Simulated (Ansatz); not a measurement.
# Ca on Cu(111): change of the work function, part 3 of 3

How does one ordered layer of Ca (fcc site) change the work function of Cu(111), and what dipole does each adsorbate carry?

Ansatz 0.2.0; plane-wave DFT, PBE, Ansatz PAW.

So far, work function, upper face (eV): step 2 (the clean slab) 4.79.

## 3. Adsorbate added (continued)

The density of states has structure finer than the step of the table below, so its rows give means over 0.25 eV. Peaks (eV: height): -2.890: 79.3, -2.830: 86.7, -2.710: 87.5, -2.650: 81.0, -2.080: 81.5, -1.770: 84.0, -1.680: 110.

Density of states against energy, zero at the Fermi level; means over each step:

```
energy (eV)  density of states (states/eV a cell)
      -7.75                                  1.32
      -7.50                                  2.50
      -7.25                                  2.03
      -7.00                                  1.97
      -6.75                                  1.82
      -6.50                                  3.62
      -6.25                                  2.13
      -6.00                                  3.32
      -5.75                                  2.44
      -5.50                                  6.45
      -5.25                                  7.07
      -5.00                                  4.80
      -4.75                                  17.9
      -4.50                                  17.0
      -4.25                                  30.7
      -4.00                                  29.5
      -3.75                                  38.2
      -3.50                                  34.8
      -3.25                                  46.7
      -3.00                                  66.1
      -2.75                                  72.3
      -2.50                                  44.3
      -2.25                                  59.3
      -2.00                                  67.0
      -1.75                                  76.5
      -1.50                                  37.6
      -1.25                                  6.36
      -1.00                                  7.73
      -0.75                                  6.44
      -0.50                                  4.41
      -0.25                                  6.49
       0.00                                  6.11
       0.25                                  8.62
       0.50                                  7.08
       0.75                                  6.98
       1.00                                  3.64
       1.25                                  11.0
       1.50                                  8.37
       1.75                                  8.07
```

Projected DOS per atom over height of the atomic layer and energy from the Fermi level. Layers: Cu4 Cu4 Cu4 Cu4 Ca from below.

Values in states/eV, 22 rows by 5 columns, each cell a mean:
```
0.14 0.18 0.11 0.14 0.25
0.22 0.22 0.27 0.19 0.18
0.11 0.13 0.09 0.08 0.28
0.31 0.26 0.23 0.30 0.52
0.31 0.27 0.31 0.28 0.62
0.22 0.23 0.25 0.23 0.40
0.48 0.37 0.36 0.43 0.38
2.04 1.90 1.66 0.98 0.25
5.13 4.14 4.29 4.09 0.14
3.74 2.69 3.24 3.77 0.22
4.90 3.48 3.45 4.37 0.25
2.34 2.89 2.89 3.92 0.17
1.78 2.13 1.95 2.35 0.04
1.21 2.46 2.32 1.53 0.01
0.65 1.40 1.33 0.85 0.03
0.35 0.60 0.59 0.39 0.03
0.27 0.38 0.38 0.31 0.02
0.19 0.15 0.18 0.21 0.03
0.12 0.22 0.21 0.15 0.01
0.09 0.14 0.13 0.12 0.01
0.10 0.18 0.16 0.12 0.01
0.05 0.12 0.11 0.06 0.00
```
Columns: height of the atomic layer (Å) from 9 to 17.6 (not evenly spaced); rows upwards: energy from the Fermi level (eV) from -7.96 to 1.95.

Valence density in the ca plane at fractional y = 0.167, with atoms of Cu and Ca within 0.2 Å of it. It is the smooth field of the valence electrons, not physical close to the nuclei.

Values in e/Å³, 8 rows by 16 columns, each cell a mean:
```
 1  0  0  0  1  1  1  1  0  0  0  0  0  0  0  0
 0  0  3  1  0  0  0  0  0  0  0  0  0  0  0  0
 0  0 22  6  0  0  0  0  0  0  0  0  0  0  0  0
 0  0  4  1  0  0  0  0  0  0  0  0  0  0  0  0
 1  0  0  0  1  1  1  1  0  0  0  0  0  0  0  0
 0  0  3  1  0  0  0  0  1  2  0  0  0  0  0  0
 0  0 22  6  0  0  0  0  2  5  0  0  0  0  0  0
 0  0  4  1  0  0  0  0  1  2  0  0  0  0  0  0
```
Columns run along c (16.0 Å, from fractional 0.32 to 0.91 of the cell), rows up along a (5.1 Å). Atoms in or near the plane, at fractional coordinates: Cu at (0.41, 0.17), Cu at (0.41, 0.67), Ca at (0.65, 0.17).

Electrostatic potential energy in the ca plane at fractional y = 0.167, with atoms of Cu and Ca within 0.2 Å of it. With pseudopotentials it is smooth inside the atoms' cores, unlike the true potential.

Values in eV, 8 rows by 16 columns, each cell a mean:
```
-14  -2   2   3 -10  -5  -9  -5   2  -1   3   6   6   7   7   7
 -2   1 -20  -8  -1   1   0   2   6   5   5   6   6   7   7   7
  4   2 -40 -23   4   5   5   5   7   6   6   6   7   7   7   7
 -2   1 -21  -9   0   2   0   2   6   5   5   6   6   7   7   7
-14  -2   2   3 -10  -5  -9  -5   2  -1   3   6   6   7   7   7
 -2   1 -20  -8  -1   1   1   1 -10 -26  -1   5   6   7   7   7
  4   2 -40 -23   4   5   5   4 -22 -43  -5   5   6   7   7   7
 -2   1 -21  -9   0   2   0   1 -11 -27  -1   5   6   7   7   7
```
Columns run along c (16.0 Å, from fractional 0.32 to 0.91 of the cell; values clipped at the 3rd and 97th percentile), rows up along a (5.1 Å). Atoms in or near the plane, at fractional coordinates: Cu at (0.41, 0.17), Cu at (0.41, 0.67), Ca at (0.65, 0.17).

ELF in the ca plane at fractional y = 0.167, with atoms of Cu and Ca within 0.2 Å of it. It is the smooth field of the valence electrons, not physical close to the nuclei.

Ten even steps from '0' (0.00) to '9' (0.85), each cell a mean:
```
22212222222122222222222112200134432100000000
12212222222222222222223210001244321000000000
22222222222222222222223321123343211000000000
32232236522322222222333333333433210000000000
33332249722333222233333333334332210000000000
22222235422322222222233332333433210000000000
22222222222212122222223321112343211000000000
22212222222122222222223200001244321000000000
12212222222222222222222124310134432100000000
22222222222222222222231389851024542100000000
32232236522322222223321799983014543100000000
33332249722333222233422899994014543100000000
22222235422222222222321699983014543100000000
22222222222211122222231279841024542100000000
```
Columns run along c (16.0 Å, from fractional 0.32 to 0.91 of the cell), rows up along a (5.1 Å). Atoms in or near the plane, at fractional coordinates: Cu at (0.41, 0.17), Cu at (0.41, 0.67), Ca at (0.65, 0.17).

The relaxation took 6 steps and lowered the energy by 0.28 eV; the largest force on the free atoms ends at 0.0042 eV/Å.

By hand: a sheet of dipoles makes a step −p/(ε₀A) in the electron's potential. With e/ε₀ = 180.95 V·Å, p = 0.2711 e·Å and A = 22.57 Å², that is −180.95 × (0.2711) / 22.57 = -2.173 eV, and the two vacuum levels of the run differ by -2.173 eV.

The covered face has 2.63 eV, -2.16 eV against the clean one; the bare back face has moved by +0.01 eV, a measure of how thin the slab is.

## 4. Work function against coverage

This step: plane-wave DFT, PBE, Ansatz PAW; work function against coverage (Ansatz 0.2.0).

The runs are now put side by side.

Numbers from this step:

```yaml
work_function_of_the_clean_face: 4.786 eV
largest_change_of_the_work_function: -2.160 eV
```

Work function of the covered face against coverage:

```
coverage (adsorbates/nm²)  work function of the covered face (eV)
                     0.00                                    4.79
                     4.43                                    2.63
```

The dipole per adsorbate comes from the change of the cell's dipole. Coverage, by row:

```
coverage (1/nm²)  coverage (ML)  work function (eV)  change (eV)  dipole per adsorbate, positive end outwards (debye)  mean height of the added atoms over the highest substrate atom (Å)
            4.43           0.25               2.626        -2.16                                                1.302                                                               2.146
```

## 5. Outcome

| Property | Result |
| --- | --- |
| work function of the clean face | 4.79 eV |
| work function at 0.25 ML | 2.63 eV |
| dipole per adsorbate at 0.25 ML, positive end outwards | 1.30 D |

In words: Ca lowers the work function of Cu(111) at the lowest coverage, by 2.16 eV: the adsorbate layer has its positive end outwards. One coverage alone was completed, so no trend follows. The slab has 4 layers, at the tabulated experimental lattice constant, one starting site was run, and quantum-size effects of a slab this thin can reach one or two tenths of an eV.

[Long decimals in the printed logs are rounded to 6 places.]

[Logs are printed without paths, hosts, clocks, repeated set-up lines and the standing remarks that a program may print on its own settings, such as how far it seeks lower states.]

[Hosts, paths, dates, database ids (printed as entryN), source tags and the programs' standing remarks are cut or masked in the printed files.]

[Maps of the electrostatic potential energy from Ansatz leave out the sawtooth potential of an applied field or a dipole correction, so their vacuum need not be flat; planar profiles and work functions include it.]
